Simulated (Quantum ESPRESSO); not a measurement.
# Near-edge structure at the C K edge of Dy2C (R-3m), part 3 of 4

Aim: the near-edge shape at the C K edge of Dy2C (R-3m), and what the core hole does to it.

Quantum ESPRESSO 7.5; X-ray absorption near-edge structure, plane-wave PAW LDA, one-electron final states by a Lanczos continued fraction.

So far. Step 2 (The field without a hole): The mesh shows no gap, so the system is treated as a metal and the core electron is put at the Fermi level (neutral cell). Step 3 (Spectrum without a core hole, C atom 3): Main maxima below 24 eV (height): 5.5 eV (1.42), 7.6 eV (2.27), 11.6 eV (1.45), 13.0 eV (1.32), 17.5 eV (0.90) and 23.5 eV (1.03). A K edge sees empty p states on the absorber.

**8. Spectrum with XCH, C atom 3**

The Lanczos recursion gives the spectrum without computing empty bands; each polarisation needs a run of its own on the full k mesh. xe0 is set between filled and empty states, and states below it are cut, here at the Fermi level, which holds the excited electron. The file of filecore holds the core orbital, taken from the hole-free data set.

File xspectra.in:

```
&input_xspectra
   calculation='xanes_dipole', edge='K'
   prefix='x', outdir='tmp', xiabs=2, xe0=10.0073
   xonly_plot=.false., x_save_file='xanes.sav'
   xniter=3000, xcheck_conv=20, xerror=0.005
   xcoordcrys=.false., xepsilon(1)=1, xepsilon(2)=0, xepsilon(3)=0
/
&plot
   xnepoint=413, xemin=-10, xemax=45, terminator=.true., cut_occ_states=.true.
   xgamma=0.4
/
&pseudos
   filecore='../C.wfc'
/
&cut_occ
   cut_desmooth=0.1, cut_stepl=0.05, cut_stepu=0.05, cut_ierror=1e-5
/
6 6 5 0 0 0
```

xspectra_1.in, as its differences from xspectra.in of step 8:

```diff
@@ -5,3 +5,3 @@
    xniter=3000, xcheck_conv=20, xerror=0.005
-   xcoordcrys=.false., xepsilon(1)=1, xepsilon(2)=0, xepsilon(3)=0
+   xcoordcrys=.false., xepsilon(1)=0, xepsilon(2)=1, xepsilon(3)=0
 /
```

xspectra_2.in, as its differences from xspectra_1.in of step 8:

```diff
@@ -5,3 +5,3 @@
    xniter=3000, xcheck_conv=20, xerror=0.005
-   xcoordcrys=.false., xepsilon(1)=0, xepsilon(2)=1, xepsilon(3)=0
+   xcoordcrys=.false., xepsilon(1)=0, xepsilon(2)=0, xepsilon(3)=1
 /
```

Command:

```sh
$ OMP_NUM_THREADS=1 mpirun --oversubscribe --bind-to none -np 4 xspectra.x -nk 4 -in xspectra.in > xspectra.out
```

Log:

```text
     [... banner and references ...]
Reading input_file

     calculation: xanes_dipole

     xepsilon  [cartesian coordinates]:   1.000000   0.000000   0.000000

     xonly_plot: FALSE
        => complete calculation: Lanczos + spectrum plot

     filecore (core-wavefunction file): ../C.wfc

     main plot parameters:
        cut_occ_states: TRUE
        gamma_mode:  constant
        -> using xgamma [eV]:  0.40
        xemin [eV]: -10.00
        xemax [eV]:  45.00
        xnepoint:  413
        xe0 [eV]:  10.007300 (energy zero read in input file)

     WARNING: variable ef_r is obsolete

                      Reading SCF save directory: x.save

     tmp/x.save/

     Exchange-correlation= PZ
                           (   1   1   0   0   0   0   0)

     G-vector sticks info

                           Getting the Fermi energy

     From SCF save directory:
        ehomo [eV]:   10.3600 (highest occupied level)
        elumo [eV]:   10.3745 (lowest occupied level)
        ef    [eV]:   10.3600

     -> ef (in eV) will be written in x_save_file

                           Energy zero of the spectrum

     -> ef will NOT be used as energy zero of the spectrum
       (because xe0 read in input file)

     G-vector sticks info

     bravais-lattice index     =            0
     lattice parameter (alat)  =      11.7563  a.u.
     unit-cell volume          =    1383.4488 (a.u.)^3
     number of atoms/cell      =            9
     number of atomic types    =            3
     number of electrons       =        79.00
     number of Kohn-Sham states=           49
     kinetic-energy cutoff     =      43.0000  Ry
     charge density cutoff     =     400.0000  Ry
     Exchange-correlation= PZ
                           (   1   1   0   0   0   0   0)

     celldm(1)=  11.756256  celldm(2)=   0.000000  celldm(3)=   0.000000
     celldm(4)=   0.000000  celldm(5)=   0.000000  celldm(6)=   0.000000

     crystal axes: (cart. coord. in units of alat)
               a(1) = (  -0.866025  -0.500000   0.000000 )
               a(2) = (   0.866025  -0.500000   0.000000 )
               a(3) = (   0.288675   0.166667   0.983162 )

     reciprocal axes: (cart. coord. in units 2 pi/alat)
               b(1) = ( -0.577350 -1.000000  0.339042 )
               b(2) = (  0.577350 -1.000000 -0.000000 )
               b(3) = (  0.000000  0.000000  1.017126 )

     PseudoPot. #1 for Dy:     Pseudo is Projector augmented-wave + core cor, Zval = 11.0

     ../pp/C.lda-n-kjpaw-1sch.UPF
     Pseudo is Projector augmented-wave + core cor, Zval =  5.0
     Shape of augmentation charge: PSQ
     Using radial grid of 1073 points,  4 beta functions with:
                l(1) =   0
                l(2) =   0
                l(3) =   1
                l(4) =   1
     Q(r) pseudized with 0 coefficients

     ../pp/C.lda-n-kjpaw.UPF
     Pseudo is Projector augmented-wave + core cor, Zval =  4.0
     Shape of augmentation charge: PSQ
     Using radial grid of 1073 points,  4 beta functions with:
                l(1) =   0
                l(2) =   0
                l(3) =   1
                l(4) =   1
     Q(r) pseudized with 0 coefficients

     atomic species   valence    mass     pseudopotential
     Dy               11.00     1.00000     Dy( 1.00)
     C0                5.00     1.00000     C ( 1.00)
     C                 4.00     1.00000     C ( 1.00)

      4 Sym. Ops., with inversion, found

   Cartesian axes

     site n.     atom                  positions (alat units)
         1        Dy     tau(   1) = (  -0.5773503  -0.3333333   0.2154343  )
         2        Dy     tau(   2) = (  -0.0000000  -0.3333333   0.2154343  )
         3        Dy     tau(   3) = (   0.5773503  -0.3333333   0.2154343  )
         4        Dy     tau(   4) = (   0.0000000   0.0000000   0.7677282  )
         5        Dy     tau(   5) = (  -0.2886751  -0.5000000   0.7677282  )
         6        Dy     tau(   6) = (   0.2886751  -0.5000000   0.7677282  )
         7        C0     tau(   7) = (   0.0000000   0.0000000   0.0000000  )
         8        C      tau(   8) = (  -0.2886751  -0.5000000   0.0000000  )
         9        C      tau(   9) = (   0.2886751  -0.5000000   0.0000000  )

     number of k points=   180  Marzari-Vanderbilt smearing, width (Ry)=  0.0150

     Number of k-points >= 100: set verbosity='high' to print them.

     Dense  grid:   187003 G-vectors     FFT dimensions: (  75,  75,  80)

     Smooth grid:    52775 G-vectors     FFT dimensions: (  50,  50,  54)

     The potential is recalculated from file :
     tmp/x.save/charge-density

     Starting wfcs are   90 atomic wfcs
     Checking if some PAW data can be deallocated...

               Reading core wavefunction file for the absorbing atom

     ../C.wfc successfully read

                              Attributing the PAW radii
                     for the absorbing atom [units: Bohr radius]

        PAW proj 1: r_paw(l= 0)= 1.80  (1.5*r_cut)
        PAW proj 2: r_paw(l= 0)= 1.80  (1.5*r_cut)
        PAW proj 3: r_paw(l= 1)= 2.10  (1.5*r_cut)
        PAW proj 4: r_paw(l= 1)= 2.10  (1.5*r_cut)

        NB: The calculation will not necessary use all these r_paw values.
            - For a edge in the electric-dipole approximation,
              only the r_paw(l=1) values are used.
            - For a K edge in the electric-quadrupole approximation,
              only the r_paw(l=2) values are used.

            - For a L2 or L3 edge in the electric-quadrupole approximation,

              all projectors (s, p and d) are used.

     init_gipaw_1: projectors nearly linearly dependent:
     ntyp =  3, l/n1/n2 =  1 2 1  0.99384611

                          Starting XANES calculation
                     in the electric dipole approximation

     Method of calculation based on the Lanczos recursion algorithm
        - STEP 1: Construction of a kpoint-dependent Lanczos basis,
          in which the Hamiltonian is tridiagonal (each 'iter'
          corresponds to the calculation of one more Lanczos vector)
        - STEP 2: Calculation of the cross-section as a continued fraction
          averaged over the k-points.

     ... Begin STEP 1 ...

        Radial transition matrix element(s) used in the calculation of the
        initial vector of the Lanczos basis (|tilde{phi}_abs> normalized)
        | For PAW proj. (l=1) #1: radial matrix element =   0.223614813
        | For PAW proj. (l=1) #2: radial matrix element =   0.258003909

NB: the    45 k-point are not all listed below because npool=  4
        |-------------------------------------------------------------
        ! k-point #     1:  ( 0.0000,  0.0000,  0.0000),  0.0111,   1
        |-------------------------------------------------------------
 okvan= T
        |   Norm of the initial Lanczos vector: 0.17318270E+00
        |   Estimated error at iter     20:   1.00625593
        |   Estimated error at iter     40:   0.67266579
        |   Estimated error at iter     60:   0.21965768
        |   Estimated error at iter     80:   0.14036114
        |   Estimated error at iter    100:   0.17022478
[...]
!   => CONVERGED at iter    380 with error=  0.00322272
        |-------------------------------------------------------------
        ! k-point #     2:  ( 0.0000,  0.0000,  0.2034),  0.0111,   1
        |-------------------------------------------------------------
 okvan= T
        |   Norm of the initial Lanczos vector: 0.17318574E+00
[...]
!   => CONVERGED at iter    400 with error=  0.00376647
        |-------------------------------------------------------------
     [... 42 further k-points ...]
        ! k-point #    45:  ( 0.0962, -0.5000,  0.8702),  0.0111,   1
        |-------------------------------------------------------------
 okvan= T
        |   Norm of the initial Lanczos vector: 0.17317638E+00
[...]
|   Estimated error at iter    440:   0.00677982
        |   Estimated error at iter    460:   0.00706526
        |   Estimated error at iter    480:   0.00946181
        !   => CONVERGED at iter    500 with error=  0.00462555

     Results of STEP 1 successfully written in x_save_file
     x_save_file name:
     ->  xanes.sav
     x_save_file version:  2

     ... End STEP 1 ...

     ... Begin STEP 2 ...

     The spectrum is calculated using the following parameters:
        xe0 [eV]:   10.0073
        the occupied states are elimintate from the spectrum
        xemin [eV]: -10.00
        xemax [eV]:  45.00
        xnepoint:  413
        constant broadening parameter [eV]:    0.400
        Core level energy [eV]:  -284.2
         (from electron binding energy of neutral atoms in X-ray data booklet)

     Cross-section successfully written in xanes.dat

     ... End STEP 2 ...

                                END JOB XSpectra
```

Wall time 5.1 min (4 MPI ranks of Intel Xeon Platinum 8488C (Sapphire Rapids), shared host); peak memory 0.26 GiB; 20 min of CPU time.

The C K spectrum, C atom 3, excited-electron core hole (neutral cell) (energy from the energy zero of the input (xe0, at the border of filled and empty states); intensity scaled to a mean of 1 over the first 20 eV; the points at xe0, where the cut of filled states can leave a spike, are interpolated; polarised curves are means over the symmetry-equivalent atoms):

| E (eV) | isotropic | ε ⊥ c | ε ∥ c |
| --- | --- | --- | --- |
| -2.00 | 0.05 | 0.05 | 0.06 |
| -1.25 | 0.08 | 0.07 | 0.09 |
| -0.50 | 0.14 | 0.13 | 0.16 |
| 0.25 | 0.35 | 0.31 | 0.43 |
| 1.00 | 0.58 | 0.49 | 0.78 |
| 1.75 | 0.69 | 0.56 | 0.96 |
| 2.50 | 1.13 | 1.06 | 1.27 |
| 3.25 | 1.54 | 1.62 | 1.37 |
| 4.00 | 1.71 | 1.70 | 1.73 |
| 4.75 | 1.81 | 1.77 | 1.89 |
| 5.50 | 1.64 | 1.69 | 1.54 |
| 6.25 | 1.67 | 1.67 | 1.67 |
| 7.00 | 2.04 | 2.09 | 1.94 |
| 7.75 | 1.23 | 1.09 | 1.52 |
| 8.50 | 0.70 | 0.67 | 0.75 |
| 9.25 | 0.57 | 0.60 | 0.52 |
| 10.00 | 0.72 | 0.76 | 0.64 |
| 10.75 | 1.24 | 1.32 | 1.07 |
| 11.50 | 1.23 | 1.34 | 0.99 |
| 12.25 | 1.09 | 1.26 | 0.75 |
| 13.00 | 1.04 | 1.07 | 0.98 |
| 13.75 | 0.96 | 0.82 | 1.24 |
| 14.50 | 0.56 | 0.52 | 0.62 |
| 15.25 | 0.44 | 0.42 | 0.48 |
| 16.00 | 0.67 | 0.68 | 0.64 |
| 16.75 | 0.80 | 0.79 | 0.83 |
| 17.50 | 0.71 | 0.61 | 0.89 |
| 18.25 | 0.57 | 0.47 | 0.78 |
| 19.00 | 0.56 | 0.52 | 0.63 |
| 19.75 | 0.56 | 0.51 | 0.64 |
| 20.50 | 0.52 | 0.50 | 0.56 |
| 21.25 | 0.58 | 0.61 | 0.53 |
| 22.00 | 0.86 | 0.98 | 0.62 |
| 22.75 | 1.00 | 1.14 | 0.72 |
| 23.50 | 0.87 | 0.87 | 0.87 |
| 24.25 | 0.80 | 0.74 | 0.91 |
| 25.00 | 0.74 | 0.73 | 0.75 |
| 25.75 | 0.65 | 0.68 | 0.61 |
| 26.50 | 0.52 | 0.51 | 0.53 |
| 27.25 | 0.51 | 0.52 | 0.48 |
| 28.00 | 0.58 | 0.59 | 0.58 |
| 28.75 | 0.68 | 0.72 | 0.60 |
| 29.50 | 0.76 | 0.77 | 0.74 |
| 30.25 | 0.70 | 0.70 | 0.71 |
| 31.00 | 0.64 | 0.61 | 0.69 |
| 31.75 | 0.56 | 0.57 | 0.56 |

Main maxima below 24 eV (height): 4.8 eV (1.81), 7.0 eV (2.05), 11.2 eV (1.33), 16.8 eV (0.81) and 22.6 eV (1.02). 

The total-energy difference is 284.64 eV. One term is added: -6.67 eV, since the hole is spin-paired here and a spin-polarised one costs that much less in the free atom (computed apart). The photon energy is then 277.97 eV. The functional leaves an error in such absolute values: in the free atom LDA prices this hole 2.9 eV below PBE (computed apart), and PBE is itself good to a few eV.

**9. Another broadening**

The final state's lifetime shortens with energy, so measured features broaden above the edge; the saved Lanczos coefficients are redrawn with a width that grows.

File xspectra_plot.in:

```
&input_xspectra
   calculation='xanes_dipole', edge='K'
   prefix='x', outdir='tmp', xiabs=2, xe0=10.0073
   xonly_plot=.true., x_save_file='xanes.sav'
   xniter=3000, xcheck_conv=20, xerror=0.005
   xcoordcrys=.false., xepsilon(1)=1, xepsilon(2)=0, xepsilon(3)=0
/
&plot
   xnepoint=413, xemin=-10, xemax=45, terminator=.true., cut_occ_states=.true.
   gamma_mode='variable', gamma_energy(1)=4, gamma_energy(2)=25, gamma_value(1)=0.3, gamma_value(2)=2.5
/
&pseudos
   filecore='../C.wfc'
/
&cut_occ
   cut_desmooth=0.1, cut_stepl=0.05, cut_stepu=0.05, cut_ierror=1e-5
/
6 6 5 0 0 0
```

Command:

```sh
$ OMP_NUM_THREADS=1 xspectra.x -in xspectra_plot.in > xspectra_plot.out
```

Log:

```text
     [... banner and references ...]
Reading input_file
     -------------------------------------------------------------------------

     calculation: xanes_dipole

     xonly_plot: TRUE
        => only the spectrum plot

     main plot parameters:
        cut_occ_states: TRUE
        gamma_mode:  variable
        -> first, constant up to point ( 4.00, 0.30) [eV]
        -> then, linear up to point (25.00, 2.50) [eV]
        -> finally, constant up to xemax
        xemin [eV]: -10.00
        xemax [eV]:  45.00
        xnepoint:  413
[...]
xemin [eV]: -10.00
        xemax [eV]:  45.00
        xnepoint:  413
        energy-dependent broadening parameter:
         -> first, constant up to point ( 4.00, 0.30) [eV]
         -> then, linear up to point (25.00, 2.50) [eV]
         -> finally, constant up to xemax
        Core level energy [eV]:  -284.2
         (from electron binding energy of neutral atoms in X-ray data booklet)

     Cross-section successfully written in xanes.dat

     -------------------------------------------------------------------------
                                END JOB XSpectra
     -------------------------------------------------------------------------
[key lines of the parts left out:]
Fermi level [eV]:  10.3600
```

Elapsed: 7.9 s, on 1 MPI rank; peak memory 0.05 GiB.

With a Lorentzian half width 0.3 eV up to 4 eV, rising linearly to 2.5 eV at 25 eV, the maxima are 4.8 eV (1.82), 6.8 eV (1.81), 11.2 eV (1.08) and 23.0 eV (0.72).

**10. Supercell with FCH, C atom 3**

The holes are 6.2 Å apart. The excited electron is left out and a uniform background balances the charge.

Changed against the first core-hole run: core hole to FCH.

File scf.in:

```
&control
   calculation='scf', prefix='x', pseudo_dir='../pp', outdir='tmp', tprnfor=.true.
/
&system
   ibrav=0, nat=9, ntyp=3, nbnd=48
   ecutwfc=43, ecutrho=400
   occupations='smearing', smearing='mv', degauss=0.015
   tot_charge=1
/
&electrons
   conv_thr=9.0e-08, electron_maxstep=120
   mixing_beta=0.5
/
ATOMIC_SPECIES
Dy 1.0 Dy.lda-spdn-kjpaw.UPF
C0 1.0 C.lda-n-kjpaw-1sch.UPF
C 1.0 C.lda-n-kjpaw.UPF
CELL_PARAMETERS angstrom
  -5.38766789 -3.11057151 0.00000000
  5.38766789 -3.11057151 0.00000000
  1.79588930 1.03685717 6.11639448
ATOMIC_POSITIONS crystal
Dy   0.73970792 0.00000000 0.21912376
Dy   0.40637459 0.33333333 0.21912376
Dy   0.07304125 0.66666667 0.21912376
Dy   0.26029208 0.00000000 0.78087624
Dy   0.92695875 0.33333333 0.78087624
Dy   0.59362541 0.66666667 0.78087624
C0   0.00000000 0.00000000 0.00000000
C    0.66666667 0.33333333 0.00000000
C    0.33333333 0.66666667 0.00000000
K_POINTS automatic
5 5 4 0 0 0
```

Command:

```sh
$ OMP_NUM_THREADS=1 mpirun --oversubscribe --bind-to none -np 4 pw.x -nk 4 -in scf.in > scf.out
```

Log:

```text
     [... banner and references ...]
[banner, memory and clock lines left out]
using ibrav=0 with symmetry is DISCOURAGED, use correct ibrav instead

     G-vector sticks info

     bravais-lattice index     =            0
     lattice parameter (alat)  =      11.7563  a.u.
     unit-cell volume          =    1383.4488 (a.u.)^3
     number of atoms/cell      =            9
     number of atomic types    =            3
     number of electrons       =        78.00
     number of Kohn-Sham states=           48
     kinetic-energy cutoff     =      43.0000  Ry
     charge density cutoff     =     400.0000  Ry
     scf convergence threshold =      9.0E-08
     mixing beta               =       0.5000
     number of iterations used =            8  plain     mixing
     Exchange-correlation= SLA  PZ   NOGX NOGC
                           (   1   1   0   0   0   0   0)

     celldm(1)=  11.756256  celldm(2)=   0.000000  celldm(3)=   0.000000
     celldm(4)=   0.000000  celldm(5)=   0.000000  celldm(6)=   0.000000

     crystal axes: (cart. coord. in units of alat)
               a(1) = (  -0.866025  -0.500000   0.000000 )
               a(2) = (   0.866025  -0.500000   0.000000 )
               a(3) = (   0.288675   0.166667   0.983162 )

     reciprocal axes: (cart. coord. in units 2 pi/alat)
               b(1) = ( -0.577350 -1.000000  0.339042 )
               b(2) = (  0.577350 -1.000000 -0.000000 )
               b(3) = (  0.000000  0.000000  1.017126 )

     PseudoPot. #1 for Dy:     Pseudo is Projector augmented-wave + core cor, Zval = 11.0

     ../pp/C.lda-n-kjpaw-1sch.UPF
     Pseudo is Projector augmented-wave + core cor, Zval =  5.0
[...]
Davidson diagonalization with overlap
     ethr =  1.31E-09,  avg # of iterations =  5.0

     End of self-consistent calculation

          k = 0.0000 0.0000 0.0000 (  6615 PWs)   bands (ev):

   -37.0055 -36.9491 -36.9414 -36.9413 -36.9371 -36.9367 -13.2035 -13.1010
   -13.0691 -13.0353 -13.0271 -13.0129 -12.9996 -12.8580 -12.8200 -12.6618
   -12.6586 -12.6338 -12.6212 -12.6004 -12.5979 -12.5261 -12.5256 -12.5148
    -0.8139   1.0619   1.6070   5.8529   6.5382   6.5804   7.6373   7.6657
     7.7153   7.9521   8.2428   8.2639   8.5996  10.0728  10.0757  10.5133
    10.5273  11.0789  11.3183  11.6875  11.7726  12.0177  12.0467  12.0469

     [... bands of 32 further k-points ...]

     the Fermi energy is     9.9862 ev

!    total energy              =   -3487.87175576 Ry
     total all-electron energy =   -145999.517857 Ry
     estimated scf accuracy    <       0.00000003 Ry
     smearing contrib. (-TS)   =      -0.00206814 Ry
     internal energy E=F+TS    =   -3487.86968763 Ry

     The total energy is F=E-TS. E is the sum of the following terms:
     one-electron contribution =    -125.10259347 Ry
     hartree contribution      =      97.69028697 Ry
     xc contribution           =    -381.24535213 Ry
     ewald contribution        =    -374.68861493 Ry
     one-center paw contrib.   =   -2704.52341408 Ry

     convergence has been achieved in  15 iterations

     Forces acting on atoms (cartesian axes, Ry/au):

     atom    1 type  1   force =    -0.00887151   -0.00512197   -0.02231583
     atom    2 type  1   force =    -0.00001493    0.01004753   -0.02223659
     atom    3 type  1   force =     0.00869396   -0.00503669   -0.02223659
[...]
atom    8 type  3   force =     0.00016338   -0.00028299   -0.00000000
     atom    9 type  3   force =    -0.00016338    0.00028299    0.00000000

     Total force =     0.059898     Total SCF correction =     0.000443

     XML data file, charge density, pseudopotentials, collected wavefunctions
```

Elapsed: 59 s, on 4 MPI ranks; peak memory 0.35 GiB.

Energy with the hole: -1986424.636 eV, cores included.

(Part 3 of 4 ends here.)

[Banner, clock and machine lines of the logs are left out without a mark of their own.]

[Logs are printed without paths, hosts, clocks, repeated set-up lines and the standing remarks that a program may print on its own settings, such as how far it seeks lower states.]

[Hosts, paths, dates, database ids (printed as entryN), source tags and the programs' standing remarks are cut or masked in the printed files.]

[Lists of maxima count a maximum above −3 eV only where it reaches 4 % of the highest in the window and stands out from its surroundings by 2 % of it (1.5 % where it reaches 55 %); shoulders and weaker maxima are passed over, and of the rest the first, up to two pre-edge ones and the few strongest are named.]
